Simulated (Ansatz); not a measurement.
# ThTi2O6 (C2/m): the host for defect calculations, part 2 of 3

Aim: the runs on the perfect crystal ThTi2O6 (C2/m) that a defect calculation needs first.

Ansatz 0.2.0; plane-wave PAW DFT, PBEsol; single point of the host's primitive cell on a dense mesh (the session's first sound run).

So far: Set-up; Primitive cell on a dense mesh; Self-consistent run.

**4. Defect free supercell relaxed from its symmetric sites**

This cell, the one that will hold the defects, is built from the relaxed host. Its coarser k-points can move the atoms a little, so it is relaxed from the symmetric sites, as the reference for the test of stability.

This step: plane-wave PAW DFT, PBEsol; relaxation of the defect-free supercell from its symmetric sites (Ansatz 0.2.0).

File pristine.symmetric/input.yaml:

```yaml
crystal:
  lattice:
    - [-3.4569577434, 3.8088811745, 6.1023713291]
    - [6.3953644916, 0.0, 6.0655011847]
    - [9.852322235, 3.8088811745, -0.0368701444]
  atoms:
    - { symbol: Th, position: [0.0, 0.0, 0.0] }
    - { symbol: Th, position: [0.0, 0.0, 0.5] }
    - { symbol: Th, position: [0.5, 0.5, 0.0] }
    - { symbol: Th, position: [0.5, 0.5, 0.5] }
    - { symbol: Ti, position: [0.2149224271, 0.3917232648, 0.2850775729] }
    - { symbol: Ti, position: [0.2149224271, 0.3917232648, 0.7850775729] }
    - { symbol: Ti, position: [0.7149224271, 0.8917232648, 0.2850775729] }
    - { symbol: Ti, position: [0.7149224271, 0.8917232648, 0.7850775729] }
    - { symbol: Ti, position: [0.2850775729, 0.1082767352, 0.2149224271] }
    - { symbol: Ti, position: [0.2850775729, 0.1082767352, 0.7149224271] }
    - { symbol: Ti, position: [0.7850775729, 0.6082767352, 0.2149224271] }
    - { symbol: Ti, position: [0.7850775729, 0.6082767352, 0.7149224271] }
    - { symbol: O, position: [0.4368966243, 0.1607859245, 0.0631033757] }
    - { symbol: O, position: [0.4368966243, 0.1607859245, 0.5631033757] }
    - { symbol: O, position: [0.9368966243, 0.6607859245, 0.0631033757] }
    - { symbol: O, position: [0.9368966243, 0.6607859245, 0.5631033757] }
    - { symbol: O, position: [0.0631033757, 0.3392140755, 0.4368966243] }
    - { symbol: O, position: [0.0631033757, 0.3392140755, 0.9368966243] }
    - { symbol: O, position: [0.5631033757, 0.8392140755, 0.4368966243] }
    - { symbol: O, position: [0.5631033757, 0.8392140755, 0.9368966243] }
    - { symbol: O, position: [0.2743470739, 0.6194350092, 0.2256529261] }
    - { symbol: O, position: [0.2743470739, 0.6194350092, 0.7256529261] }
    - { symbol: O, position: [0.7743470739, 0.1194350092, 0.2256529261] }
    - { symbol: O, position: [0.7743470739, 0.1194350092, 0.7256529261] }
    - { symbol: O, position: [0.1678648257, 0.143090055, 0.3321351743] }
    - { symbol: O, position: [0.1678648257, 0.143090055, 0.8321351743] }
    - { symbol: O, position: [0.6678648257, 0.643090055, 0.3321351743] }
    - { symbol: O, position: [0.6678648257, 0.643090055, 0.8321351743] }
    - { symbol: O, position: [0.3321351743, 0.356909945, 0.1678648257] }
    - { symbol: O, position: [0.3321351743, 0.356909945, 0.6678648257] }
    - { symbol: O, position: [0.8321351743, 0.856909945, 0.1678648257] }
    - { symbol: O, position: [0.8321351743, 0.856909945, 0.6678648257] }
    - { symbol: O, position: [0.2256529261, 0.8805649908, 0.2743470739] }
    - { symbol: O, position: [0.2256529261, 0.8805649908, 0.7743470739] }
    - { symbol: O, position: [0.7256529261, 0.3805649908, 0.2743470739] }
    - { symbol: O, position: [0.7256529261, 0.3805649908, 0.7743470739] }
basis:
  ecutwfc: 420
  xc_grid: 2
hamiltonian:
  xc: pbesol
kpoints:
  mp_grid: { grid: [1, 1, 1] }
scf:
  occupations: { method: fermi_dirac, width: 0.01 }
  max_iter: 80
output:
  forces: true
relax:
  f_tol: 0.01
  max_steps: 60
  escape_saddle: false
checkpoint:
  write: "../pristine.symmetric.run"
  compress: false
  write_wavefunctions: false
  write_every: 100000
```

Command:

```
> ansatz run input.yaml --threads 4 --pin off --max-ram 7536MiB --backend cpu --events-out ev --progress --plain --runs-dir out
```

Numbers of over 12 decimals in the logs are rounded to 6 here.

Log:

```text
[... repeated set-up lines and file paths are left out, and long positions are rounded to six places ...]
[...]
Crystal: 36 atoms, lattice volume = 457.028 Å³
Basis set: ecut = 420 eV, 8965 PW (Γ), exchange–correlation on 108×120×144 points (8 copies of the dense FFT grid, shifted against one another)
Bands: 180, of which v1, the nominal top of the filled ones, is band 144 counted from 1 (143 counted from 0)
Symmetry: 16 space group operations
[...]
k-points: 1
[...]
SCF iter   1: F=—  HF=-85537.399076 eV  |F-HF|=—  |Δ(HF+E_count)|=         —  Δρ=1.80e-2  dr2=1.25e0  ethr=1.77e-3  ⟨swp⟩=6.0  Hψ=680  notcnv=0  defer=13
[...]
SCF iter   8: F=-85537.139960 eV  HF=-85537.139960 eV  |F-HF|=8.15e-8  |Δ(HF+E_count)|=   3.38e-6  Δρ=1.03e-5  dr2=6.41e-7  ethr=8.68e-10  ⟨swp⟩=4.0  Hψ=577  notcnv=0
SCF 1 converged in 8 iterations: F = -85537.139960 eV  dr2 = 6.41e-7
[...]
relax step   1: F+E_penalty+E_count = -85537.13995999 eV  Δ(F+E_penalty+E_count) = +0.000e0 eV  max|allowed force component| = 1.109e-1 eV/Å  Δτ_max = 0.0000 Å  (8 SCF iters, dr2 threshold 2.50e-6 eV, accepted)
[... the SCF cycles and remarks between the steps are left out from here to the last step ...]
relax step   2: F+E_penalty+E_count = -85537.15915614 eV  Δ(F+E_penalty+E_count) = -1.920e-2 eV  max|allowed force component| = 5.197e-2 eV/Å  Δτ_max = 0.0151 Å  (7 SCF iters, dr2 threshold 7.68e-7 eV, accepted)
relax step   3: F+E_penalty+E_count = -85537.16294668 eV  Δ(F+E_penalty+E_count) = -3.791e-3 eV  max|allowed force component| = 3.778e-2 eV/Å  Δτ_max = 0.0134 Å  (7 SCF iters, dr2 threshold 1.69e-7 eV, accepted)
relax step   4: F+E_penalty+E_count = -85537.16330740 eV  Δ(F+E_penalty+E_count) = -3.607e-4 eV  max|allowed force component| = 1.172e-2 eV/Å  Δτ_max = 0.0019 Å  (5 SCF iters, dr2 threshold 3.14e-7 eV, accepted)
relax step   5: F+E_penalty+E_count = -85537.16331077 eV  Δ(F+E_penalty+E_count) = -3.371e-6 eV  max|allowed force component| = 1.427e-2 eV/Å  Δτ_max = 0.0013 Å  (6 SCF iters, accepted)
SCF iter   1: F=—  HF=-85537.163230 eV  |F-HF|=—  |Δ(HF+E_count)|=         —  Δρ=6.65e-5  dr2=3.60e-5  ethr=1.25e-7  ⟨swp⟩=2.0  Hψ=314  notcnv=0  defer=32
[...]
SCF iter   5: F=-85537.163393 eV  HF=-85537.163393 eV  |F-HF|=6.17e-9  |Δ(HF+E_count)|=   4.87e-8  Δρ=2.14e-6  dr2=2.38e-8  ethr=3.47e-11  ⟨swp⟩=4.0  Hψ=569  notcnv=0
SCF 6 converged in 5 iterations: F = -85537.163393 eV  dr2 = 2.38e-8
relax step   6: F+E_penalty+E_count = -85537.16339280 eV  Δ(F+E_penalty+E_count) = -8.203e-5 eV  max|allowed force component| = 1.619e-3 eV/Å  Δτ_max = 0.0007 Å  (5 SCF iters, accepted)
SCF converged after 5 iterations
Free energy (F): -85537.163393 eV
[...]
Internal energy: -85537.163393 eV  (E = F + TS)
E sigma→0 (E₀):  -85537.163393 eV
Fermi energy:    10.134349 eV
[...]
--- Forces (eV/Å), atoms counted from 1 ---
  atom   1  Th    -0.00000000     0.00000000     0.00000000
  atom   2  Th     0.00000000    -0.00000000     0.00000000
  atom   3  Th    -0.00000000    -0.00000000     0.00000000
  atom   4  Th    -0.00000000    -0.00000000     0.00000000
  atom   5  Ti    -0.00031360     0.00000000     0.00079723
  atom   6  Ti    -0.00031360     0.00000000     0.00079723
  atom   7  Ti    -0.00031360     0.00000000     0.00079723
  atom   8  Ti    -0.00031360     0.00000000     0.00079723
  atom   9  Ti     0.00031360    -0.00000000    -0.00079723
  atom  10  Ti     0.00031360    -0.00000000    -0.00079723
  atom  11  Ti     0.00031360    -0.00000000    -0.00079723
  atom  12  Ti     0.00031360    -0.00000000    -0.00079723
  atom  13  O     -0.00114693     0.00000000     0.00033021
  atom  14  O     -0.00114693     0.00000000     0.00033021
  atom  15  O     -0.00114693     0.00000000     0.00033021
  atom  16  O     -0.00114693     0.00000000     0.00033021
  atom  17  O      0.00114693    -0.00000000    -0.00033021
  atom  18  O      0.00114693    -0.00000000    -0.00033021
  atom  19  O      0.00114693    -0.00000000    -0.00033021
  atom  20  O      0.00114693    -0.00000000    -0.00033021
  atom  21  O     -0.00095454     0.00000000     0.00019964
  atom  22  O     -0.00095454     0.00000000     0.00019964
  atom  23  O     -0.00095454     0.00000000     0.00019964
  atom  24  O     -0.00095454     0.00000000     0.00019964
  atom  25  O     -0.00161899     0.00000000     0.00024913
  atom  26  O     -0.00161899     0.00000000     0.00024913
  atom  27  O     -0.00161899     0.00000000     0.00024913
  atom  28  O     -0.00161899     0.00000000     0.00024913
  atom  29  O      0.00161899    -0.00000000    -0.00024913
  atom  30  O      0.00161899    -0.00000000    -0.00024913
  atom  31  O      0.00161899    -0.00000000    -0.00024913
  atom  32  O      0.00161899    -0.00000000    -0.00024913
  atom  33  O      0.00095454    -0.00000000    -0.00019964
  atom  34  O      0.00095454    -0.00000000    -0.00019964
  atom  35  O      0.00095454    -0.00000000    -0.00019964
  atom  36  O      0.00095454    -0.00000000    -0.00019964
  max |Σ_I F_I| component: 9.76e-19 eV/Å
--- Relaxed structure (6 steps of the walk, 6 accepted, 0 SCFs on fresh bases) ---
  F+E_penalty+E_count = -85537.16339280 eV   max|allowed force component| = 1.619e-3 eV/Å
  atoms:
    - { symbol: Th, position: [0, 0, 0] }
    - { symbol: Th, position: [-1.1275702593849246e-17, -4.90059381963448e-17, 0.500000] }
    - { symbol: Th, position: [0.5, 0.500000, -5.551115123125783e-17] }
    - { symbol: Th, position: [0.5, 0.500000, 0.500000] }
    - { symbol: Ti, position: [0.215590, 0.392776, 0.284410] }
    - { symbol: Ti, position: [0.215590, 0.392776, 0.784410] }
    - { symbol: Ti, position: [0.715590, 0.892776, 0.284410] }
    - { symbol: Ti, position: [0.715590, 0.892776, 0.784410] }
    - { symbol: Ti, position: [0.284410, 0.107224, 0.215590] }
    - { symbol: Ti, position: [0.284410, 0.107224, 0.715590] }
    - { symbol: Ti, position: [0.784410, 0.607224, 0.215590] }
    - { symbol: Ti, position: [0.784410, 0.607224, 0.715590] }
    - { symbol: O, position: [0.437352, 0.164122, 0.062648] }
    - { symbol: O, position: [0.437352, 0.164122, 0.562648] }
    - { symbol: O, position: [0.937352, 0.664122, 0.062648] }
    - { symbol: O, position: [0.937352, 0.664122, 0.562648] }
    - { symbol: O, position: [0.062648, 0.335878, 0.437352] }
    - { symbol: O, position: [0.062648, 0.335878, 0.937352] }
    - { symbol: O, position: [0.562648, 0.835878, 0.437352] }
    - { symbol: O, position: [0.562648, 0.835878, 0.937352] }
    - { symbol: O, position: [0.275819, 0.620020, 0.224181] }
    - { symbol: O, position: [0.275819, 0.620020, 0.724181] }
    - { symbol: O, position: [0.775819, 0.120020, 0.224181] }
    - { symbol: O, position: [0.775819, 0.120020, 0.724181] }
    - { symbol: O, position: [0.167758, 0.144142, 0.332242] }
    - { symbol: O, position: [0.167758, 0.144142, 0.832242] }
    - { symbol: O, position: [0.667758, 0.644142, 0.332242] }
    - { symbol: O, position: [0.667758, 0.644142, 0.832242] }
    - { symbol: O, position: [0.332242, 0.355858, 0.167758] }
    - { symbol: O, position: [0.332242, 0.355858, 0.667758] }
    - { symbol: O, position: [0.832242, 0.855858, 0.167758] }
    - { symbol: O, position: [0.832242, 0.855858, 0.667758] }
    - { symbol: O, position: [0.224181, 0.879980, 0.275819] }
    - { symbol: O, position: [0.224181, 0.879980, 0.775819] }
    - { symbol: O, position: [0.724181, 0.379980, 0.275819] }
    - { symbol: O, position: [0.724181, 0.379980, 0.775819] }
```

The job ended after 11 s (4 threads of Arm Neoverse V1, shared host; peak memory 0.69 GiB).

Relaxation path:

```
step  energy less that of the first step (eV)  largest force component (eV/Å)
   1                                   0.0000                          0.1109
   2                                  -0.0192                          0.0520
   3                                  -0.0230                          0.0378
   4                                  -0.0233                          0.0117
   5                                  -0.0234                          0.0143
   6                                  -0.0234                          0.0016
```

The run keeps the 16 symmetry operations that it works with, so distortions that break them were not tested.

The atoms that moved most (Å):

```
atom      dx     dy      dz  length
 O20  -0.015  0.000  -0.023   0.028
 O19  -0.015  0.000  -0.023   0.028
 O16   0.015  0.000   0.023   0.028
 O17  -0.015  0.000  -0.023   0.028
 O18  -0.015  0.000  -0.023   0.028
 O13   0.015  0.000   0.023   0.028
 O14   0.015  0.000   0.023   0.028
 O15   0.015  0.000   0.023   0.028
```

The relaxed structure:

```
Th Ti O
1.0
    -3.45696    3.80888    6.10237
     6.39536    0.00000    6.06550
     9.85232    3.80888   -0.03687
Th Ti O
4 8 24
Cartesian
  0.0000 0.0000 0.0000
  4.9262 1.9044 -0.0184
  1.4692 1.9044 6.0839
  6.3954 3.8089 6.0655
  4.5688 1.9044 3.6875
  9.4949 3.8089 3.6691
  6.0380 3.8089 9.7714
  10.9641 5.7133 9.7530
  1.8266 1.9044 2.3780
  6.7528 3.8089 2.3596
  3.2958 3.8089 8.4619
  8.2220 5.7133 8.4435
  0.1549 1.9044 3.6621
  5.0811 3.8089 3.6436
  1.6241 3.8089 9.7460
  6.5503 5.7133 9.7276
  6.2404 1.9044 2.4034
  11.1666 3.8089 2.3850
  7.7096 3.8089 8.4874
  12.6358 5.7133 8.4689
  5.2205 1.9044 5.4356
  10.1466 3.8089 5.4172
  0.2943 3.8089 5.4541
  5.2205 5.7133 5.4356
  3.6153 1.9044 1.8858
  8.5414 3.8089 1.8673
  5.0845 3.8089 7.9697
  10.0106 5.7133 7.9513
  2.7801 1.9044 4.1797
  7.7063 3.8089 4.1613
  4.2493 3.8089 10.2637
  9.1755 5.7133 10.2452
  7.5703 1.9044 6.6954
  12.4964 3.8089 6.6769
  2.6441 3.8089 6.7138
  7.5703 5.7133 6.6954
```

The relaxation ends 0.7 meV an atom lower, with a largest force component of 0.0016 eV/Å.

(Part 2 of 3 ends here.)

[Logs are printed without paths, hosts, clocks, repeated set-up lines and the standing remarks that a program may print on its own settings, such as how far it seeks lower states.]

[Hosts, paths, dates, database ids (printed as entryN), source tags and the programs' standing remarks are cut or masked in the printed files.]

[Runs of the host that timed out are not shown.]

[For some hosts the program warned that the k-mesh of the response run may be too coarse for force constants and the static dielectric constant; such warnings are not always shown.]
